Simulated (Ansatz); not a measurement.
**MgPbO2: relaxing a made-up structure**

This structure for MgPbO2 is made up. Its elements were placed in a known structure type with a cell scaled to their sizes. What cell does the guess relax to, and how far off was it?

Method: DFT, r2SCAN, plane-wave PAW, files of the set soft_1, scalar-relativistic, no spin, cell and ions relaxed at zero pressure; PAW set soft_1, in Ansatz 0.2.0.

## (1) Starting point

It takes space group P3m1 (No. 156, trigonal). The conventional cell has a = 3.672 Å, b = 3.672 Å, c = 5.883 Å, α = 90.00°, β = 90.00°, γ = 120.00°. Nearest to Pb lie 4 O at 2.21 to 2.25 Å. Nearest to Mg lie 4 O at 2.23 to 2.24 Å. O has 1 Pb at 2.21 Å and 3 Mg at 2.23 Å nearest. O has 1 Mg at 2.24 Å and 3 Pb at 2.25 Å nearest. Farther neighbours and most contacts between anions are not listed.

## (2) Relaxing cell and atoms

The guessed cell has no reason to be at equilibrium. It is relaxed with the atoms, within the space group of the guess.

File input.yaml:

```yaml
crystal:
  lattice:
    - [3.672, 0.0, 0.0]
    - [-1.836, 3.180045283, 0.0]
    - [0.0, 0.0, 5.883]
  atoms:
    - { symbol: Pb, position: [0.0, 0.0, 0.0104] }
    - { symbol: Mg, position: [0.666666667, 0.333333333, 0.5011] }
    - { symbol: O, position: [0.0, 0.0, 0.3856] }
    - { symbol: O, position: [0.666666667, 0.333333333, 0.8812] }
kpoints:
  mp_grid: { grid: [8, 8, 5] }
scf:
  occupations: { method: fermi_dirac, width: 0.05 }
hamiltonian:
  xc: r2scan
  pseudopotentials: { kind: paw, azcp: { folder: soft_1 } }
relax:
  f_tol: 0.015
  max_steps: 70
  cell: {}
output:
  forces: true
  stress: true
```

Run with:

```sh
ansatz run input.yaml --threads 4 --pin off --max-ram 10240MiB --backend cpu --events-out ev --progress --plain --runs-dir out
```

Numbers of over 12 decimals in the logs are rounded to 6 here.

Output:

```text
Engine: ansatz 0.2.0, x86_64-unknown-linux-gnu
Pseudopotentials: kind: paw
Pseudopotential: Pb, paw, valence charge 14, recommended cutoff 500 eV (meta_gga), soft_1/Pb.paw.azcp
Pseudopotential: Mg, paw, valence charge 10, recommended cutoff 500 eV (meta_gga), soft_1/Mg.paw.azcp
Pseudopotential: O, paw, valence charge 6, recommended cutoff 500 eV (meta_gga), soft_1/O.paw.azcp
Functional definition: r2SCAN
  parameter k0 = 0.174
  parameter k1 = 0.065
  parameter a1 = 4.9479
  exchange = r2scan_x(k0 = k0, k1 = k1, a1 = a1)
  correlation = r2scan_c
Crystal: 4 atoms, lattice volume = 68.697 Å³
Basis set: ecut = 500 eV, 1761 PW (Γ), exchange–correlation on 108×108×180 points (64 copies of the dense FFT grid, shifted against one another)
Bands: 22, of which v1, the nominal top of the filled ones, is band 18 counted from 1 (17 counted from 0)
Symmetry: 6 space group operations
Space group: P3m1 (ITA 156), of the structure as read, at distance tolerance 4.1e-5 Å
k-points: 40 of 320 (time reversal used)
Non-local potential: Pb, projectors of the file, l = 0: 2, l = 1: 2, l = 2: 2, l = 3: 1
Non-local potential: Mg, projectors of the file, l = 0: 3, l = 1: 2, l = 2: 1
Non-local potential: O, projectors of the file, l = 0: 2, l = 1: 2, l = 2: 1
PAW form: soft (Blöchl's): semilocal exchange-correlation on the pseudo side does not see the compensation charge
PAW frozen core: Pb, regenerated for the run's functional (the file was generated under x = pbe(κ = 0.804, μ = 0.219515), c = pbe(β = 0.066725))
PAW frozen core: Mg, regenerated for the run's functional (the file was generated under x = pbe(κ = 0.804, μ = 0.219515), c = pbe(β = 0.066725))
PAW frozen core: O, regenerated for the run's functional (the file was generated under x = pbe(κ = 0.804, μ = 0.219515), c = pbe(β = 0.066725))
PAW one-centre angular grid: Pb, 590 points (default); XC on 160 Gauss nodes
PAW one-centre angular grid: Mg, 302 points (default); XC on 224 Gauss nodes
PAW one-centre angular grid: O, 302 points (default); XC on 160 Gauss nodes
Initial density: superposition of atomic densities (chi_scale 0.1, normalization cell, long waves kept (reshape's long-wave potential 0.19 eV rms))
Initial wavefunctions: pseudopotential atomic-orbital guess
Functional: x = r2scan, c = r2scan; τ floored in thin density (d = 2e-4 eV/Å³)
SCF iter   1: F=—  HF=-14987.496898 eV  |F-HF|=—  |Δ(HF+E_count)|=         —  Δρ=5.86e-2  dr2=2.51e0  dr2_τ=1.93e-1  ethr=3.10e-3  ⟨swp⟩=6.0  Hψ=4091  notcnv=0
preconditioner: auto → Resta (q_TF=auto, 2.450 Å⁻¹)  ε∞=3.3  [insulator: Δε(μ)=0.211 eV  Ē_g=15.595 eV  σ=0.050 eV  W_gap=0.67  n_scr=22 (ndim 8)  ℏωp=23.7 eV  f_vac=0.000  D(μ)=0.13/eV (n_scr^D=0)  ε∞_Penn≈3.3]
SCF iter   2: F=—  HF=-14987.237835 eV  |F-HF|=—  |Δ(HF+E_count)|=   2.59e-1  Δρ=3.14e-2  dr2=5.41e-1  dr2_τ=4.81e-2  ethr=3.10e-3  ⟨swp⟩=2.7  Hψ=2077  notcnv=0
SCF iter   3: F=—  HF=-14987.361931 eV  |F-HF|=—  |Δ(HF+E_count)|=   1.24e-1  Δρ=1.25e-2  dr2=1.67e-1  dr2_τ=1.13e-2  ethr=1.50e-3  ⟨swp⟩=3.0  Hψ=1846  notcnv=0
SCF iter   4: F=—  HF=-14987.358545 eV  |F-HF|=—  |Δ(HF+E_count)|=   3.39e-3  Δρ=4.13e-3  dr2=8.99e-3  dr2_τ=7.91e-4  ethr=4.63e-4  ⟨swp⟩=3.0  Hψ=1542  notcnv=0
SCF iter   5: F=—  HF=-14987.360838 eV  |F-HF|=—  |Δ(HF+E_count)|=   2.29e-3  Δρ=1.03e-3  dr2=7.02e-4  dr2_τ=2.77e-5  ethr=2.50e-5  ⟨swp⟩=2.7  Hψ=1708  notcnv=0
SCF iter   6: F=—  HF=-14987.361170 eV  |F-HF|=—  |Δ(HF+E_count)|=   3.32e-4  Δρ=5.53e-4  dr2=2.00e-4  dr2_τ=1.79e-5  ethr=1.95e-6  ⟨swp⟩=2.0  Hψ=1176  notcnv=0
SCF iter   7: F=—  HF=-14987.361135 eV  |F-HF|=—  |Δ(HF+E_count)|=   3.50e-5  Δρ=1.37e-4  dr2=8.30e-6  dr2_τ=9.86e-7  ethr=5.55e-7  ⟨swp⟩=2.0  Hψ=1228  notcnv=0
SCF iter   8: F=—  HF=-14987.361139 eV  |F-HF|=—  |Δ(HF+E_count)|=   3.48e-6  Δρ=2.25e-5  dr2=3.43e-7  dr2_τ=1.74e-8  ethr=2.31e-8  ⟨swp⟩=2.0  Hψ=1185  notcnv=0
SCF iter   9: F=-14987.361139 eV  HF=-14987.361139 eV  |F-HF|=1.20e-9  |Δ(HF+E_count)|=   1.31e-7  Δρ=5.21e-6  dr2=2.11e-8  dr2_τ=9.92e-10  ethr=2.78e-10  ⟨swp⟩=5.0  Hψ=3216  notcnv=0
SCF 1 converged in 9 iterations: F = -14987.361139 eV  dr2 = 2.11e-8
  greatest PAW one-centre occupation: 1.000 electrons in one spin orbital (limit 2), on the Mg atom at site 1 (counted from 0), in its partial waves of l = 0
relax step   1: F+E_penalty+E_count = -14987.36113892 eV  Δ(F+E_penalty+E_count) = +0.000e0 eV  max|allowed force component| = 3.026e0 eV/Å  Δτ_max = 0.0000 Å  P = +2.530 GPa  Ω = 68.697 Å³  (9 SCF iters, dr2 threshold 1.00e-7 eV, accepted)
Crystal: 4 atoms, lattice volume = 69.939 Å³
Basis set: ecut = 500 eV, 1785 PW (Γ), exchange–correlation on 108×108×180 points (64 copies of the dense FFT grid, shifted against one another)
Initial density: handed on by an earlier stage of this run
Initial wavefunctions: those handed on with the density
iter 1 solved again at ethr=6.72e-4 eV; its pass at ethr=3.10e-3 eV (dr2=2.42e-1 eV) is discarded
SCF iter   1: F=—  HF=-14987.949679 eV  |F-HF|=—  |Δ(HF+E_count)|=         —  Δρ=1.70e-2  dr2=2.44e-1  dr2_τ=2.49e0  ethr=6.72e-4  ⟨swp⟩=1.0  Hψ=5454  notcnv=0
automatic band count: iteration 1 solves 21 bands in place of 22: the levels show a gap, and the empty bands left out lie too high to hold charge; the band table lists the bands solved (type scf.n_extra_bands for more)
preconditioner: auto → Resta (q_TF=auto, 2.442 Å⁻¹)  ε∞=3.6  [insulator: Δε(μ)=1.149 eV  Ē_g=14.455 eV  σ=0.050 eV  W_gap=1.00  n_scr=22 (ndim 8)  ℏωp=23.5 eV  f_vac=0.056  D(μ)=0.00/eV (n_scr^D=0)  ε∞_Penn≈3.6]
SCF iter   2: F=—  HF=-14988.067535 eV  |F-HF|=—  |Δ(HF+E_count)|=   1.18e-1  Δρ=8.36e-3  dr2=3.93e-2  dr2_τ=5.97e-3  ethr=6.72e-4  ⟨swp⟩=2.8  Hψ=1555  notcnv=0
SCF iter   3: F=—  HF=-14988.064424 eV  |F-HF|=—  |Δ(HF+E_count)|=   3.11e-3  Δρ=3.35e-3  dr2=1.12e-2  dr2_τ=9.84e-4  ethr=1.09e-4  ⟨swp⟩=2.0  Hψ=1800  notcnv=0
SCF iter   4: F=—  HF=-14988.063617 eV  |F-HF|=—  |Δ(HF+E_count)|=   8.08e-4  Δρ=1.01e-3  dr2=1.46e-3  dr2_τ=2.92e-5  ethr=3.12e-5  ⟨swp⟩=2.8  Hψ=1325  notcnv=0
SCF iter   5: F=—  HF=-14988.063498 eV  |F-HF|=—  |Δ(HF+E_count)|=   1.18e-4  Δρ=3.25e-4  dr2=8.34e-5  dr2_τ=6.87e-6  ethr=4.04e-6  ⟨swp⟩=2.0  Hψ=1118  notcnv=0
SCF iter   6: F=—  HF=-14988.063508 eV  |F-HF|=—  |Δ(HF+E_count)|=   9.63e-6  Δρ=2.85e-4  dr2=4.81e-5  dr2_τ=4.90e-6  ethr=2.32e-7  ⟨swp⟩=2.0  Hψ=1400  notcnv=0
SCF iter   7: F=—  HF=-14988.063503 eV  |F-HF|=—  |Δ(HF+E_count)|=   5.13e-6  Δρ=7.58e-5  dr2=3.83e-6  dr2_τ=5.00e-7  ethr=1.34e-7  ⟨swp⟩=2.0  Hψ=1400  notcnv=0
[...]
SCF iter   4: F=—  HF=-14988.301113 eV  |F-HF|=—  |Δ(HF+E_count)|=   3.15e-3  Δρ=9.89e-4  dr2=1.13e-3  dr2_τ=3.78e-5  ethr=5.01e-5  ⟨swp⟩=2.0  Hψ=1198  notcnv=0
SCF iter   5: F=—  HF=-14988.300902 eV  |F-HF|=—  |Δ(HF+E_count)|=   2.11e-4  Δρ=3.76e-4  dr2=7.94e-5  dr2_τ=6.03e-6  ethr=3.13e-6  ⟨swp⟩=2.0  Hψ=1119  notcnv=0
SCF iter   6: F=—  HF=-14988.300912 eV  |F-HF|=—  |Δ(HF+E_count)|=   1.02e-5  Δρ=1.24e-4  dr2=1.04e-5  dr2_τ=7.84e-7  ethr=2.20e-7  ⟨swp⟩=2.5  Hψ=1454  notcnv=0
SCF iter   7: F=—  HF=-14988.300914 eV  |F-HF|=—  |Δ(HF+E_count)|=   2.30e-6  Δρ=1.21e-4  dr2=8.98e-6  dr2_τ=7.93e-7  ethr=2.89e-8  ⟨swp⟩=2.0  Hψ=1400  notcnv=0
SCF iter   8: F=-14988.300913 eV  HF=-14988.300913 eV  |F-HF|=7.08e-8  |Δ(HF+E_count)|=   1.47e-6  Δρ=2.45e-5  dr2=3.11e-7  dr2_τ=2.59e-8  ethr=1.11e-9  ⟨swp⟩=3.9  Hψ=3824  notcnv=0
SCF 3 converged in 8 iterations: F = -14988.300913 eV  dr2 = 3.11e-7
relax step   3: F+E_penalty+E_count = -14988.30091304 eV  Δ(F+E_penalty+E_count) = -2.374e-1 eV  max|allowed force component| = 1.863e0 eV/Å  Δτ_max = 0.1873 Å  P = -0.294 GPa  Ω = 64.701 Å³  energy of the carried Pulay correction = +1.406e-3 eV  (8 SCF iters, dr2 threshold 4.00e-7 eV, accepted)
[...]
relax step   4: F+E_penalty+E_count = -14988.43885086 eV  Δ(F+E_penalty+E_count) = -1.379e-1 eV  max|allowed force component| = 6.093e-1 eV/Å  Δτ_max = 0.0659 Å  P = +0.247 GPa  Ω = 65.250 Å³  energy of the carried Pulay correction = +1.207e-3 eV  (8 SCF iters, dr2 threshold 4.00e-7 eV, accepted)
[...]
relax step   5: F+E_penalty+E_count = -14988.46997984 eV  Δ(F+E_penalty+E_count) = -3.113e-2 eV  max|allowed force component| = 2.535e-1 eV/Å  Δτ_max = 0.0440 Å  P = -0.942 GPa  Ω = 65.989 Å³  energy of the carried Pulay correction = +9.435e-4 eV  (7 SCF iters, dr2 threshold 4.00e-7 eV, accepted)
[...]
relax step   6: F+E_penalty+E_count = -14988.47700465 eV  Δ(F+E_penalty+E_count) = -7.025e-3 eV  max|allowed force component| = 9.321e-2 eV/Å  Δτ_max = 0.0230 Å  P = +0.090 GPa  Ω = 64.842 Å³  energy of the carried Pulay correction = +1.355e-3 eV  (7 SCF iters, dr2 threshold 4.00e-7 eV, accepted)
[...]
relax step   7: F+E_penalty+E_count = -14988.47754058 eV  Δ(F+E_penalty+E_count) = -5.359e-4 eV  max|allowed force component| = 1.505e-2 eV/Å  Δτ_max = 0.0084 Å  P = +0.059 GPa  Ω = 65.008 Å³  energy of the carried Pulay correction = +1.295e-3 eV  (6 SCF iters, dr2 threshold 4.00e-7 eV, accepted)
[...]
relax step   8: F+E_penalty+E_count = -14988.47755675 eV  Δ(F+E_penalty+E_count) = -1.617e-5 eV  max|allowed force component| = 4.682e-4 eV/Å  Δτ_max = 0.0011 Å  P = +0.005 GPa  Ω = 65.038 Å³  energy of the carried Pulay correction = +1.284e-3 eV  (6 SCF iters, dr2 threshold 1.57e-8 eV, accepted)
Basis set: ecut = 500 eV, 1655 PW (Γ), exchange–correlation on 100×100×192 points (64 copies of the dense FFT grid, shifted against one another)
Initial wavefunctions: pseudopotential atomic-orbital guess (no wavefunctions were taken with the density)
iter 1 solved again at ethr=6.47e-8 eV; its pass at ethr=3.10e-3 eV (dr2=2.33e-5 eV) is discarded
SCF iter   1: F=—  HF=-14988.475933 eV  |F-HF|=—  |Δ(HF+E_count)|=         —  Δρ=3.62e-4  dr2=5.43e-6  dr2_τ=2.53e-5  ethr=6.47e-8  ⟨swp⟩=3.2  Hψ=7206  notcnv=0
preconditioner: auto → Resta (q_TF=auto, 2.472 Å⁻¹)  ε∞=3.4  [insulator: Δε(μ)=1.195 eV  Ē_g=15.768 eV  σ=0.050 eV  W_gap=1.00  n_scr=22 (ndim 8)  ℏωp=24.4 eV  f_vac=0.042  D(μ)=0.00/eV (n_scr^D=0)  ε∞_Penn≈3.4]
SCF iter   2: F=—  HF=-14988.476006 eV  |F-HF|=—  |Δ(HF+E_count)|=   7.35e-5  Δρ=1.85e-4  dr2=1.48e-6  dr2_τ=7.31e-6  ethr=1.51e-8  ⟨swp⟩=2.0  Hψ=1600  notcnv=0
SCF iter   3: F=—  HF=-14988.476010 eV  |F-HF|=—  |Δ(HF+E_count)|=   3.51e-6  Δρ=2.31e-5  dr2=2.48e-7  dr2_τ=4.24e-8  ethr=4.10e-9  ⟨swp⟩=2.0  Hψ=1560  notcnv=0
SCF iter   4: F=—  HF=-14988.476010 eV  |F-HF|=—  |Δ(HF+E_count)|=   1.40e-8  Δρ=4.19e-6  dr2=4.36e-9  dr2_τ=1.78e-9  ethr=6.89e-10  ⟨swp⟩=2.0  Hψ=1160  notcnv=0
SCF iter   5: F=—  HF=-14988.476010 eV  |F-HF|=—  |Δ(HF+E_count)|=   7.86e-9  Δρ=1.73e-6  dr2=9.27e-10  dr2_τ=2.26e-10  ethr=1.21e-11  ⟨swp⟩=2.0  Hψ=1600  notcnv=0
SCF iter   6: F=—  HF=-14988.476010 eV  |F-HF|=—  |Δ(HF+E_count)|=  5.13e-10  Δρ=9.48e-7  dr2=5.70e-10  dr2_τ=6.27e-11  ethr=2.57e-12  ⟨swp⟩=2.0  Hψ=1440  notcnv=0
SCF iter   7: F=-14988.476010 eV  HF=-14988.476010 eV  |F-HF|=1.82e-12  |Δ(HF+E_count)|=  8.37e-11  Δρ=1.81e-7  dr2=2.12e-11  dr2_τ=2.34e-12  ethr=1.00e-12  ⟨swp⟩=4.0  Hψ=3959  notcnv=0
SCF 9 converged in 7 iterations: F = -14988.476010 eV  dr2 = 2.12e-11
relax step   9: F+E_penalty+E_count = -14988.47600958 eV  Δ(F+E_penalty+E_count) = +1.547e-3 eV  max|allowed force component| = 1.132e-3 eV/Å  Δτ_max = 0.0000 Å  P = +0.012 GPa  Ω = 65.038 Å³  stress off target by 1.33e-2 GPa  SCF on the basis re-selected at this cell (its energy is not comparable with the rows above)  (7 SCF iters)
basis re-selected at this cell: Δ(F+E_penalty+E_count) = +1.547e-3 eV, ΔP = +0.007 GPa vs the last step (what re-selecting the basis moved, of the pressure what is left beyond the Pulay correction that the steps carried, after the strain that the cell walked since its last selection, with what the two solves' SCF thresholds leave and, on support functions, any second-order correction that the steps lacked; it is no measure of the basis error at this ecutwfc). The dense FFT grid was sized anew with the basis: this SCF ran on 25×25×48 points, the steps before it on 27×27×45, so part of this shift can come from that change (see relax.cell in the input reference). [rest of the remark cut]
SCF converged after 7 iterations
Free energy (F): -14988.476010 eV
Harris-Foulkes:  -14988.476010 eV  (|F-HF|=1.82e-12)
Internal energy: -14988.476009 eV  (E = F + TS)
E sigma→0 (E₀):  -14988.476009 eV
Entropy (-TS):   -0.000000 eV (-0.000 meV/atom)
Fermi energy:    7.925510 eV
--- Per-component energies (eV) ---
  E_band       = -423.396717
  E_kinetic    = 703.458035
  E_local      = -3457.434883  (includes V_loc(G=0)·N_el)
  E_nonlocal   = 604.964245
  E_hartree    = 1258.098290
  E_xc         = -362.725840
  E_vxc        = -395.239024  (∫ρ·V_xc dr)
  E_paw        = -11052.365322  (= ΣΔE_a)
  E_vpaw       = -422.126016  (= ΣTr[D̂ρ^β])
  E_aug_tail   = 0.000541  (compensation charges beyond the density's cutoff)
  E_vtau       = 26.783800  (kinetic-family band-sum trace: ∫τ·v_τ [+ j·A + Jᵃ·Aᵃ] dr)
  E_ewald      = -2683.346287
  E_core_change = 0.875212  (= ΣΔE_core)
  E_smearing   = -0.000000  (= −TS)
  E_closure    = 0.000000  (closes the sum)
  Σ components = -14988.476010   (vs F -14988.476010, Δ=0.00e0)
--- Forces (eV/Å), atoms counted from 1 ---
  atom   1  Pb    -0.00000000    -0.00000000     0.00107068
  atom   2  Mg    -0.00000000     0.00000000     0.00055975
  atom   3  O      0.00000000     0.00000000    -0.00077382
  atom   4  O      0.00000000     0.00000000    -0.00110014
  max |Σ_I F_I| component: 2.44e-4 eV/Å
--- Stress (GPa, compression-positive) ---
        0.013316      -0.000000      -0.000000
       -0.000000       0.013316      -0.000000
       -0.000000      -0.000000       0.009041
  P = ⅓ Tr σ = 0.0119 GPa (0.119 kbar)
--- Relaxed structure (8 steps of the walk, 8 accepted, 1 SCFs on fresh bases) ---
  F+E_penalty+E_count = -14988.47600958 eV   max|allowed force component| = 1.132e-3 eV/Å   (the final SCF, on the basis selected at the relaxed cell)
  cell:  # Å, volume = 65.0377 Å³
    - [3.426310, 0, 5.564453688615087e-18]
    - [-1.713155, 2.967271, -2.782226844307546e-18]
    - [8.914945819324676e-18, 0, 6.397075]
  atoms:
    - { symbol: Pb, position: [-1.92261588743556e-17, -1.8503717059853016e-17, 0.00430761] }
    - { symbol: Mg, position: [0.666667, 0.333333, 0.506851] }
    - { symbol: O, position: [-1.1809588292339429e-17, -1.8503717059853016e-17, 0.442052] }
    - { symbol: O, position: [0.666667, 0.333333, 0.825089] }
```

Elapsed: 23 s, on 4 threads of AMD EPYC 7B13 (Zen 3), shared host; peak memory 0.63 GiB; 84 s of CPU time.

Step by step:

| step | energy less that of the first step (eV) | largest force component (eV/Å) | pressure (GPa) | volume (Å³) |
| --- | --- | --- | --- | --- |
| 1 | 0.0000 | 3.0261 | 2.53 | 68.70 |
| 2 | -0.7024 | 0.8678 | -4.11 | 69.94 |
| 3 | -0.9398 | 1.8626 | -0.29 | 64.70 |
| 4 | -1.0777 | 0.6093 | 0.25 | 65.25 |
| 5 | -1.1088 | 0.2535 | -0.94 | 65.99 |
| 6 | -1.1159 | 0.0932 | 0.09 | 64.84 |
| 7 | -1.1164 | 0.0151 | 0.06 | 65.01 |
| 8 | -1.1164 | 0.0005 | 0.01 | 65.04 |
| 9* | -1.1149 | 0.0011 | 0.01 | 65.04 |

Relaxation steps marked * repeat the geometry before them on a plane-wave basis chosen anew for their cell, so energy and pressure can jump there.

Forces are held to the 6 operations that the run works with; a distortion that breaks them can't arise in this run.

| conventional cell, symmetrised | before | after | change |
| --- | --- | --- | --- |
| a (Å) | 3.672 | 3.426 | -6.7 % |
| b (Å) | 3.672 | 3.426 | -6.7 % |
| c (Å) | 5.883 | 6.397 | +8.7 % |
| volume (Å³/atom) | 17.17 | 16.26 | -5.3 % |

The atoms that moved most (Å, as changes of fractional coordinates times the final cell):

| atom | dx | dy | dz | length |
| --- | --- | --- | --- | --- |
| O3 | 0.000 | 0.000 | 0.361 | 0.361 |
| O4 | 0.000 | 0.000 | -0.359 | 0.359 |
| Pb1 | 0.000 | 0.000 | -0.039 | 0.039 |
| Mg2 | 0.000 | 0.000 | 0.037 | 0.037 |

Final coordinates:

```cif
data_structure
_symmetry_space_group_name_H-M 'P 1'
_symmetry_Int_Tables_number 1
_cell_length_a 3.4263
_cell_length_b 3.4263
_cell_length_c 6.3971
_cell_angle_alpha 90.000
_cell_angle_beta 90.000
_cell_angle_gamma 120.000
_cell_volume 65.04
loop_
_atom_site_label
_atom_site_type_symbol
_atom_site_fract_x
_atom_site_fract_y
_atom_site_fract_z
_atom_site_occupancy
Pb1 Pb 0.00000 0.00000 0.00431 1
Mg2 Mg 0.66667 0.33333 0.50685 1
O3 O 0.00000 0.00000 0.44205 1
O4 O 0.66667 0.33333 0.82509 1
```

Numbers from this step:

* free energy: -14988.4760 eV
* Fermi energy: 7.926 eV
* gap by band count: 1.195 eV
* electrons: 36
* symmetry operations: 6
* pressure: 0.01189 GPa

Shortest distances by pair of elements, guess and relaxed (not always the same contact):

| pair | guess (Å) | relaxed (Å) |
| --- | --- | --- |
| Mg–O | 2.226 | 2.021 |
| O–Pb | 2.207 | 2.286 |
| O–O | 3.605 | 3.149 |
| Pb–Pb | 3.672 | 3.426 |
| Mg–Mg | 3.672 | 3.426 |

The relaxation ends with a largest force component of 0.0011 eV/Å and a pressure of 0.01 GPa.

## (3) Summary of results

| Quantity | Value |
| --- | --- |
| space group, relaxed | P3m1 |
| conventional cell | a = 3.426, b = 3.426, c = 6.397 Å; α = 90.0°, β = 90.0°, γ = 120.0° |
| volume per atom | 16.26 Å³ (guess 17.17) |

MgPbO2 relaxes to P3m1 with a = 3.426, b = 3.426 and c = 6.397 Å. The guessed volume was 6 % too large. The space group P3m1 was held in the relaxation, so the end point is a stationary structure within it and may be a saddle against distortions or other arrangements. Mesh and cutoff weren't tested. A vector of the cell changed its length by 9 %, more than the volume shows. Spin-orbit coupling is left out, which can matter for elements this heavy. No dispersion term is used, so weakly bound directions may come out too long. Nothing here tests whether the compound is stable against decomposition.

[Logs are printed without paths, hosts, clocks, repeated set-up lines and the standing remarks that a program may print on its own settings, such as how far it seeks lower states.]

[Hosts, paths, dates, database ids (printed as entryN), source tags and the programs' standing remarks are cut or masked in the printed files.]
